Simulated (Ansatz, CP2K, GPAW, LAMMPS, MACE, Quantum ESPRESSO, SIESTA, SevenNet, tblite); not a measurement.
# CP2K on glassy 70P2O5-10Al2O3-20CaO (mol %) (58 atoms): settings against a plane-wave reference

Wanted: CP2K inputs and outputs for glassy 70P2O5-10Al2O3-20CaO (mol %) (58 atoms), checked against a plane-wave reference.

Main program and level: CP2K 2026.2; the method is named at each step.

### Step 1. Set-up

The cell holds 58 atoms: 14 P, 2 Al, 2 Ca and 40 O. Its edges and angles: a = 9.332 Å, b = 9.332 Å, c = 9.332 Å, α = 90.0°, β = 90.0°, γ = 90.0°. 58 atoms (14 P, 2 Al, 2 Ca, 40 O) placed at random at 2.49 g/cm³, melted at 4000 K for 10 ps at fixed volume with the Morse and Coulomb pair potential with partial charges (Pedone, Malavasi, Menziani, Cormack and Segre, J. Phys. Chem. B 110, 11780 (2006)). Quenched from 4000 K to 300 K at 5 K/ps and fixed volume, held 10 ps at zero pressure.

The yardstick, on the same geometry:

- method: Kohn-Sham DFT, PBE, PAW, plane waves (Ansatz 0.2.0); cutoff 420 eV, Γ point, fermi-dirac smearing of 0.05 eV; PAW set soft_2
- r.m.s. force component: 1.701 eV/Å
- longest force: 7.519 eV/Å
- pressure: 1.597 GPa
- gap (highest filled to lowest empty level): 0.6959 eV
- SCF cycles: 10
- time: 5.6 s on 4 threads of Arm Neoverse V2, shared host
- CPU time: 21 s

### Step 2. PBE, DZVP-MOLOPT-SR, 600/50 Ry, diagonalisation

Method: Kohn-Sham DFT, PBE, GTH-PBE pseudopotentials, Gaussian and plane waves, DZVP-MOLOPT-SR-GTH, diagonalisation.

The input, input.inp:

```
&GLOBAL
  PROJECT cell
  RUN_TYPE ENERGY_FORCE
  PRINT_LEVEL LOW
&END GLOBAL
&FORCE_EVAL
  METHOD QS
  STRESS_TENSOR ANALYTICAL
  &DFT
    BASIS_SET_FILE_NAME BASIS_MOLOPT
    POTENTIAL_FILE_NAME GTH_POTENTIALS
    &MGRID
      CUTOFF 600
      REL_CUTOFF 50
      NGRIDS 5
    &END MGRID
    &QS
      EPS_DEFAULT 1.0E-12
    &END QS
    &SCF
      SCF_GUESS ATOMIC
      EPS_SCF 1.0E-06
      MAX_SCF 200
      ADDED_MOS 14
      &DIAGONALIZATION
        ALGORITHM STANDARD
      &END DIAGONALIZATION
      &SMEAR ON
        METHOD FERMI_DIRAC
        ELECTRONIC_TEMPERATURE [K] 580
      &END SMEAR
      &MIXING
        METHOD BROYDEN_MIXING
        ALPHA 0.3
        NBROYDEN 8
      &END MIXING
      &PRINT
        &RESTART OFF
        &END RESTART
      &END PRINT
    &END SCF
    &XC
      &XC_FUNCTIONAL PBE
      &END XC_FUNCTIONAL
    &END XC
    &PRINT
      &MULLIKEN ON
      &END MULLIKEN
      &HIRSHFELD ON
        SHAPE_FUNCTION DENSITY
      &END HIRSHFELD
      &MO ON
        EIGENVALUES T
        OCCUPATION_NUMBERS T
        MO_INDEX_RANGE 157 180
        &EACH
          QS_SCF 0
        &END EACH
        ADD_LAST NUMERIC
      &END MO
    &END PRINT
  &END DFT
  &SUBSYS
    &CELL
      A 9.33176 0.00000 0.00000
      B 0.00000 9.33176 0.00000
      C 0.00000 0.00000 9.33176
    &END CELL
    &COORD
      SCALED
      P 0.96134 0.55846 0.04248
      P 0.24478 0.21348 0.10247
      P 0.97842 0.26931 0.91185
      P 0.51680 0.88921 0.50080
      P 0.37160 0.59155 0.51858
      P 0.18058 0.88720 0.16270
      P 0.61773 0.45439 0.71143
      P 0.71760 0.74869 0.15446
      P 0.82040 0.93661 0.62034
      P 0.62786 0.31576 0.28471
      P 0.40671 0.64716 0.18509
      P 0.19021 0.30966 0.41895
      P 0.30055 0.10087 0.64485
      P 0.54101 0.26140 0.97283
      Al 0.87619 0.26608 0.53491
      Al 0.76979 0.01924 0.94584
      Ca 0.99418 0.67923 0.40411
      Ca 0.10145 0.78530 0.77238
      O 0.38503 0.20722 0.73796
      O 0.89277 0.15088 0.96976
      O 0.23967 0.65711 0.59035
      O 0.03573 0.33470 0.44682
      O 0.49734 0.90377 0.34516
      O 0.61998 0.30738 0.11756
      O 0.77677 0.75564 0.30065
      O 0.20876 0.27168 0.25320
      O 0.48006 0.49496 0.62217
      O 0.38311 0.63878 0.34720
      O 0.91650 0.40429 0.98356
      O 0.80535 0.93880 0.78514
      O 0.29758 0.77227 0.14018
      O 0.05324 0.60944 0.92200
      O 0.93337 0.81951 0.58979
      O 0.04425 0.55440 0.18074
      O 0.12770 0.25425 0.99561
      O 0.82578 0.63799 0.06990
      O 0.06702 0.86837 0.05817
      O 0.87640 0.08161 0.57259
      O 0.28259 0.44047 0.46039
      O 0.57681 0.38030 0.86418
      O 0.98766 0.28449 0.75234
      O 0.47333 0.73991 0.55125
      O 0.72809 0.89058 0.07777
      O 0.71755 0.35106 0.63761
      O 0.19621 0.03099 0.74429
      O 0.62481 0.47060 0.31782
      O 0.69910 0.58935 0.74336
      O 0.39406 0.22579 0.03698
      O 0.49794 0.23505 0.33714
      O 0.23678 0.18108 0.51593
      O 0.75877 0.25198 0.35937
      O 0.41741 0.99489 0.58302
      O 0.56325 0.68660 0.14404
      O 0.23639 0.04503 0.12980
      O 0.61870 0.12821 0.91997
      O 0.36657 0.51244 0.10788
      O 0.13108 0.87472 0.31401
      O 0.66763 0.91954 0.55755
    &END COORD
    &KIND P
      BASIS_SET DZVP-MOLOPT-SR-GTH-q5
      POTENTIAL GTH-PBE-q5
    &END KIND
    &KIND Al
      BASIS_SET DZVP-MOLOPT-SR-GTH-q3
      POTENTIAL GTH-PBE-q3
    &END KIND
    &KIND Ca
      BASIS_SET DZVP-MOLOPT-SR-GTH-q10
      POTENTIAL GTH-PBE-q10
    &END KIND
    &KIND O
      BASIS_SET DZVP-MOLOPT-SR-GTH-q6
      POTENTIAL GTH-PBE-q6
    &END KIND
  &END SUBSYS
  &PRINT
    &FORCES ON
    &END FORCES
    &STRESS_TENSOR ON
    &END STRESS_TENSOR
  &END PRINT
&END FORCE_EVAL
```

Command:

```console
$ OMP_NUM_THREADS=2 cp2k.psmp -i input.inp > output.txt
```

Standard output:

```text
CP2K| version string:                                       CP2K version 2026.2
 CP2K| Input file name                                                 input.inp
 GLOBAL| Basis set file name                                        BASIS_MOLOPT
 GLOBAL| Potential file name                                      GTH_POTENTIALS
 GLOBAL| Run type                                                   ENERGY_FORCE
 GLOBAL| Total number of message passing processes                             1
 GLOBAL| Number of threads for this process                                    2
 TOTAL NUMBERS AND MAXIMUM NUMBERS
  Total number of            - Atomic kinds:                                   4
                             - Atoms:                                         58
                             - Shell sets:                                    58
                             - Shells:                                       292
                             - Primitive Cartesian functions:                276
                             - Cartesian basis functions:                    814
                             - Spherical basis functions:                    756
  Maximum angular momentum of- Orbital basis functions:                        2
                             - Local part of the GTH pseudopotential:          2
                             - Non-local part of the GTH pseudopotential:      3
 SCF PARAMETERS         Density guess:                                    ATOMIC
                        max_scf:                                             200
                        eps_scf:                                        1.00E-06
                        added MOs                                        14    0
                        Mixing method:                            BROYDEN_MIXING
                                                charge density mixing in g-space
                        Smear method:                                FERMI_DIRAC
                        Electronic temperature [K]:                        580.0
                        Electronic temperature [a.u.]:                  1.84E-03
                        Accuracy threshold:                             1.00E-10
 Extrapolation method: initial_guess
 Number of electrons:                                                        336
 Number of occupied orbitals:                                                168
 Number of molecular orbitals:                                               182
 Number of orbital functions:                                                756
 Number of independent orbital functions:                                    756
 SCF WAVEFUNCTION OPTIMIZATION
  Step     Update method      Time    Convergence         Total energy    Change
     1 NoMix/Diag. 0.30E+00    2.3     1.98888623      -816.5444944463 -8.17E+02
     2 Broy./Diag. 0.30E+00    3.1     0.28319351      -758.3092712788  5.82E+01
     3 Broy./Diag. 0.30E+00    3.1     0.14439777      -803.1995121750 -4.49E+01
     4 Broy./Diag. 0.30E+00    3.1     0.05028997      -813.7395144644 -1.05E+01
[...]
18 Broy./Diag. 0.30E+00    3.3     0.00000222      -812.4468529556  6.34E-05
    19 Broy./Diag. 0.30E+00    3.3     0.00000045      -812.4468502305  2.73E-06
  *** SCF run converged in    19 steps ***
  Electronic density on regular grids:       -336.0000000000        0.0000000000
  Core density on regular grids:              335.9999999998       -0.0000000002
  Total charge density on r-space grids:       -0.0000000001
  Total charge density g-space grids:          -0.0000000001
  Overlap energy of the core charge distribution:               3.72412e-06
  Self energy of the core charge distribution:              -2046.608110
  Core Hamiltonian energy:                                    571.256871
  Hartree energy:                                             842.657945
  Exchange-correlation energy:                               -179.752691
  Electronic entropic energy:                                  -0.000868756
  Fermi energy:                                                 0.154568
  Total energy:                                              -812.446850
  Total energy (extrapolated to T->0):                       -812.446416
 MO| EIGENVALUES AND OCCUPATION NUMBERS
 MO|
 MO|  Index      Eigenvalue [a.u.]        Eigenvalue [eV]             Occupation
 MO|    157               0.062254               1.694019               2.000000
 MO|    158               0.063986               1.741143               2.000000
 MO|    159               0.067680               1.841673               2.000000
[...]
MO|    179               0.288733               7.856832               0.000000
 MO|    180               0.293303               7.981185               0.000000
 MO| Sum:                                                             336.000000
 MO| E(Fermi):            0.154568 a.u.          4.206014 eV
 !-----------------------------------------------------------------------------!
                     Mulliken Population Analysis
 #  Atom  Element  Kind  Atomic population                           Net charge
       1     P        1          4.313598                              0.686402
       2     P        1          4.158830                              0.841170
       3     P        1          4.258592                              0.741408
[...]
57     O        4          6.499512                             -0.499512
      58     O        4          6.223655                             -0.223655
 # Total charge                            336.000000                  0.000000
 !-----------------------------------------------------------------------------!
 !-----------------------------------------------------------------------------!
                           Hirshfeld Charges
  #Atom  Element  Kind  Ref Charge     Population                    Net charge
      1       P      1       5.000          4.507                         0.493
      2       P      1       5.000          4.312                         0.688
      3       P      1       5.000          4.433                         0.567
[...]
57       O      4       6.000          6.342                        -0.342
     58       O      4       6.000          6.121                        -0.121
  Total Charge                                                           -0.000
 !-----------------------------------------------------------------------------!
 ENERGY| Total FORCE_EVAL ( QS ) energy [hartree]           -812.446860
 FORCES| Atomic forces [hartree/bohr]
 FORCES|   Atom     x               y               z               |f|
 FORCES|      1  1.00609783E-01  7.72456537E-04  8.23545881E-03   1.00949234E-01
 FORCES|      2 -1.34011076E-02 -7.74471509E-02  2.02619691E-02   8.11677169E-02
 FORCES|      3 -3.20994585E-03  3.68265483E-02 -5.78481697E-02   6.86506311E-02
[...]
FORCES|     57  2.34492523E-03  2.35509664E-03  2.78211741E-02   2.80189736E-02
 FORCES|     58  2.95979963E-02 -2.78925006E-04  1.24393558E-02   3.21069581E-02
 FORCES| Sum    -4.61592106E-03  9.26498651E-04 -5.17418378E-03
 FORCES| Total atomic force                                       6.99552034E-03
 STRESS| Analytical stress tensor [bar]
 STRESS|                        x                   y                   z
 STRESS|      x        3.76910536365E+04   8.99849427222E+03  -7.56153513536E+03
 STRESS|      y        8.99849427222E+03   4.08441247127E+04   3.30057713906E+03
 STRESS|      z       -7.56153513536E+03   3.30057713906E+03   7.59324814164E+03
 STRESS| 1/3 Trace                                             2.87094754969E+04
```

Wall time 71 s (2 threads of Arm Neoverse V2, shared host); peak memory 2.2 GiB.

Banners and routine set-up lines are dropped from the logs; longer cuts are marked.

Numbers from this run, and their distance from the reference:

| Quantity | Value |
| --- | --- |
| r.m.s. force component | 1.788 eV/Å |
| r.m.s. difference of force components | 130.6 meV/Å |
| longest difference of force vectors | 536.4 meV/Å |
| force difference over r.m.s. force | 7.677 % |
| slope of forces against the reference's | 1.049 |
| correlation of force components | 0.9984 |
| pressure | 2.871 GPa |
| pressure difference | 1.274 GPa |

Length of the force difference by element (eV/Å):

| element | atoms | mean | most |
| --- | --- | --- | --- |
| Al | 2 | 0.083 | 0.13 |
| Ca | 2 | 0.20 | 0.20 |
| O | 40 | 0.16 | 0.32 |
| P | 14 | 0.31 | 0.54 |

A closer look about P13, which bears the longest force: 9 atoms, nearest first, numbered in the order of the input, with positions taken from that point.

| atom | x | y | z | distance (Å) | bonds | Hirshfeld charge (e) | Fx | Fy | Fz (eV/Å) |
| --- | --- | --- | --- | --- | --- | --- | --- | --- | --- |
| P13 | 0.00 | 0.00 | 0.00 | 0.00 | 4 | 0.48 | 4.04 | 1.91 | 6.66 |
| O45 | -0.97 | -0.65 | 0.93 | 1.49 | 2 | -0.33 | -1.70 | -2.27 | -1.00 |
| O19 | 0.79 | 0.99 | 0.87 | 1.54 | 1 | -0.41 | -0.56 | -0.21 | -1.51 |
| O50 | -0.60 | 0.75 | -1.20 | 1.54 | 2 | -0.13 | -1.83 | 0.64 | -3.76 |
| O52 | 1.09 | -0.99 | -0.58 | 1.58 | 2 | -0.16 | -0.32 | -0.20 | 0.45 |
| P12 | -1.03 | 1.95 | -2.11 | 3.05 | 4 | 0.64 | 3.69 | 0.97 | 1.79 |
| P4 | 2.02 | -1.98 | -1.34 | 3.13 | 4 | 0.52 | -2.89 | -0.42 | -4.09 |
| O41 | -2.92 | 1.71 | 1.00 | 3.53 | 1 | -0.28 | 0.36 | 0.03 | 0.34 |
| O39 | -0.17 | 3.17 | -1.72 | 3.61 | 2 | -0.18 | -1.08 | -1.99 | -0.93 |

Forces lie 7.7 % from the reference's, at 6.3 times its CPU time (on 2 against 4 cores).

### Step 3. PBE, TZVP-UZH, 600/50 Ry, diagonalisation

Method: Kohn-Sham DFT, PBE, GTH-PBE pseudopotentials, Gaussian and plane waves, TZVP-MOLOPT (UZH set), diagonalisation.

input.inp, as its differences from that of step 2:

```diff
@@ -9,4 +9,4 @@
   &DFT
-    BASIS_SET_FILE_NAME BASIS_MOLOPT
-    POTENTIAL_FILE_NAME GTH_POTENTIALS
+    BASIS_SET_FILE_NAME BASIS_MOLOPT_UZH
+    POTENTIAL_FILE_NAME POTENTIAL_UZH
     &MGRID
@@ -69,7 +69,30 @@
     &COORD
-      SCALED
-[... 58 atom lines left out: the same atoms as in the first run ...]
+      P 8.97099 5.21141 0.39641
+      P 2.28423 1.99214 0.95623
+      P 9.13038 2.51314 8.50917
+      P 4.82265 8.29789 4.67335
+      P 3.46768 5.52020 4.83926
+      P 1.68513 8.27914 1.51828
+      P 5.76451 4.24026 6.63889
+      P 6.69647 6.98660 1.44138
+      P 7.65578 8.74022 5.78886
+      P 5.85904 2.94660 2.65685
+      P 3.79532 6.03914 1.72722
+      P 1.77499 2.88967 3.90954
+      P 2.80466 0.94129 6.01759
+      P 5.04858 2.43932 9.07822
+      Al 8.17639 2.48299 4.99165
+      Al 7.18350 0.17954 8.82635
+      Ca 9.27745 6.33841 3.77106
+      Ca 0.94671 7.32823 7.20766
+      O 3.59301 1.93373 6.88647
+      O 8.33112 1.40798 9.04957
+[... 34 atom lines left out ...]
+      O 5.77356 1.19642 8.58494
+      O 3.42074 4.78197 1.00671
+      O 1.22321 8.16268 2.93027
+      O 6.23016 8.58093 5.20292
     &END COORD
     &KIND P
-      BASIS_SET DZVP-MOLOPT-SR-GTH-q5
+      BASIS_SET TZVP-MOLOPT-PBE-GTH-q5
       POTENTIAL GTH-PBE-q5
@@ -77,3 +100,3 @@
     &KIND Al
-      BASIS_SET DZVP-MOLOPT-SR-GTH-q3
+      BASIS_SET TZVP-MOLOPT-PBE-GTH-q3
       POTENTIAL GTH-PBE-q3
@@ -81,3 +104,3 @@
     &KIND Ca
-      BASIS_SET DZVP-MOLOPT-SR-GTH-q10
+      BASIS_SET TZVP-MOLOPT-PBE-GTH-q10
       POTENTIAL GTH-PBE-q10
@@ -85,3 +108,3 @@
     &KIND O
-      BASIS_SET DZVP-MOLOPT-SR-GTH-q6
+      BASIS_SET TZVP-MOLOPT-PBE-GTH-q6
       POTENTIAL GTH-PBE-q6
```

Command:

```console
$ OMP_NUM_THREADS=1 mpirun -np 4 cp2k.psmp -i input.inp > output.txt
```

Standard output:

```text
CP2K| version string:                                       CP2K version 2026.2
 CP2K| Input file name                                                 input.inp
 GLOBAL| Basis set file name                                    BASIS_MOLOPT_UZH
 GLOBAL| Potential file name                                       POTENTIAL_UZH
 GLOBAL| Run type                                                   ENERGY_FORCE
 GLOBAL| Total number of message passing processes                             4
 GLOBAL| Number of threads for this process                                    1
[... lines left out ...]
                        Smear method:                                FERMI_DIRAC
[... lines left out ...]
 Number of electrons:                                                        336
[... lines left out ...]
  Step     Update method      Time    Convergence         Total energy    Change
[... lines left out ...]
  *** SCF run converged in    18 steps ***
[... lines left out ...]
  Fermi energy:                                                 0.155420
  Total energy:                                              -812.555656
  Total energy (extrapolated to T->0):                       -812.555498
[... lines left out ...]
 MO| E(Fermi):            0.155420 a.u.          4.229201 eV
[... lines left out ...]
     58       O      4       6.000          6.129                        -0.129
  Total Charge                                                           -0.000
 !-----------------------------------------------------------------------------!
 ENERGY| Total FORCE_EVAL ( QS ) energy [hartree]           -812.555653
 FORCES| Atomic forces [hartree/bohr]
 FORCES|   Atom     x               y               z               |f|
 FORCES|      1  9.46772850E-02 -3.56268830E-04  5.70027291E-03   9.48493982E-02
 FORCES|      2 -1.40524728E-02 -7.98287054E-02  2.06010388E-02   8.36331095E-02
 FORCES|      3 -9.71338114E-04  3.71341819E-02 -5.22920945E-02   6.41432312E-02
[...]
FORCES|     57  2.19355329E-03  2.59552305E-03  2.76389036E-02   2.78470359E-02
 FORCES|     58  2.82114155E-02 -8.94250541E-04  1.21155498E-02   3.07159600E-02
 FORCES| Sum    -4.32162695E-03  1.05146436E-03 -5.36559466E-03
 FORCES| Total atomic force                                       6.96933590E-03
 STRESS| Analytical stress tensor [bar]
 STRESS|                        x                   y                   z
 STRESS|      x        2.83700808244E+04   9.92908269956E+03  -6.69153958146E+03
 STRESS|      y        9.92908269956E+03   3.22317751947E+04   4.31905205169E+03
 STRESS|      z       -6.69153958146E+03   4.31905205169E+03  -1.59665335076E+03
 STRESS| 1/3 Trace                                             1.96684008894E+04
```

Wall time 43 s (4 MPI ranks); peak memory 3.3 GiB.

Numbers from this run, and their distance from the reference:

| Item | Value |
| --- | --- |
| r.m.s. force component | 1.73 eV/Å |
| r.m.s. difference of force components | 66.54 meV/Å |
| longest difference of force vectors | 242.7 meV/Å |
| force difference over r.m.s. force | 3.911 % |
| slope of forces against the reference's | 1.016 |
| correlation of force components | 0.9994 |
| gap (highest filled to lowest empty level) | 0.4916 eV |
| gap difference | -0.2043 eV |
| pressure | 1.967 GPa |
| pressure difference | 0.3699 GPa |

Against the first run (7.7 %), the force difference from the reference is 3.9 %, at 1.3 times the CPU time (on 4 against 2 cores), with 982 basis functions against 756: the larger basis brings the forces nearer.

[end of part 1 of 3]

[Long decimals in the printed logs are rounded to 6 places.]

[Also dropped from logs without a mark: lines with file paths, logging warnings of Python, QE's lines on negative density and diagonalisation, SIESTA's first energy breakdown, zero terms and Voronoi charges.]

[Logs are printed without paths, hosts, clocks, repeated set-up lines and the standing remarks that a program may print on its own settings, such as how far it seeks lower states.]

[Hosts, paths, dates, database ids (printed as entryN), source tags and the programs' standing remarks are cut or masked in the printed files.]

[Most failed runs of this program on this cell are left out, timed-out ones always.]
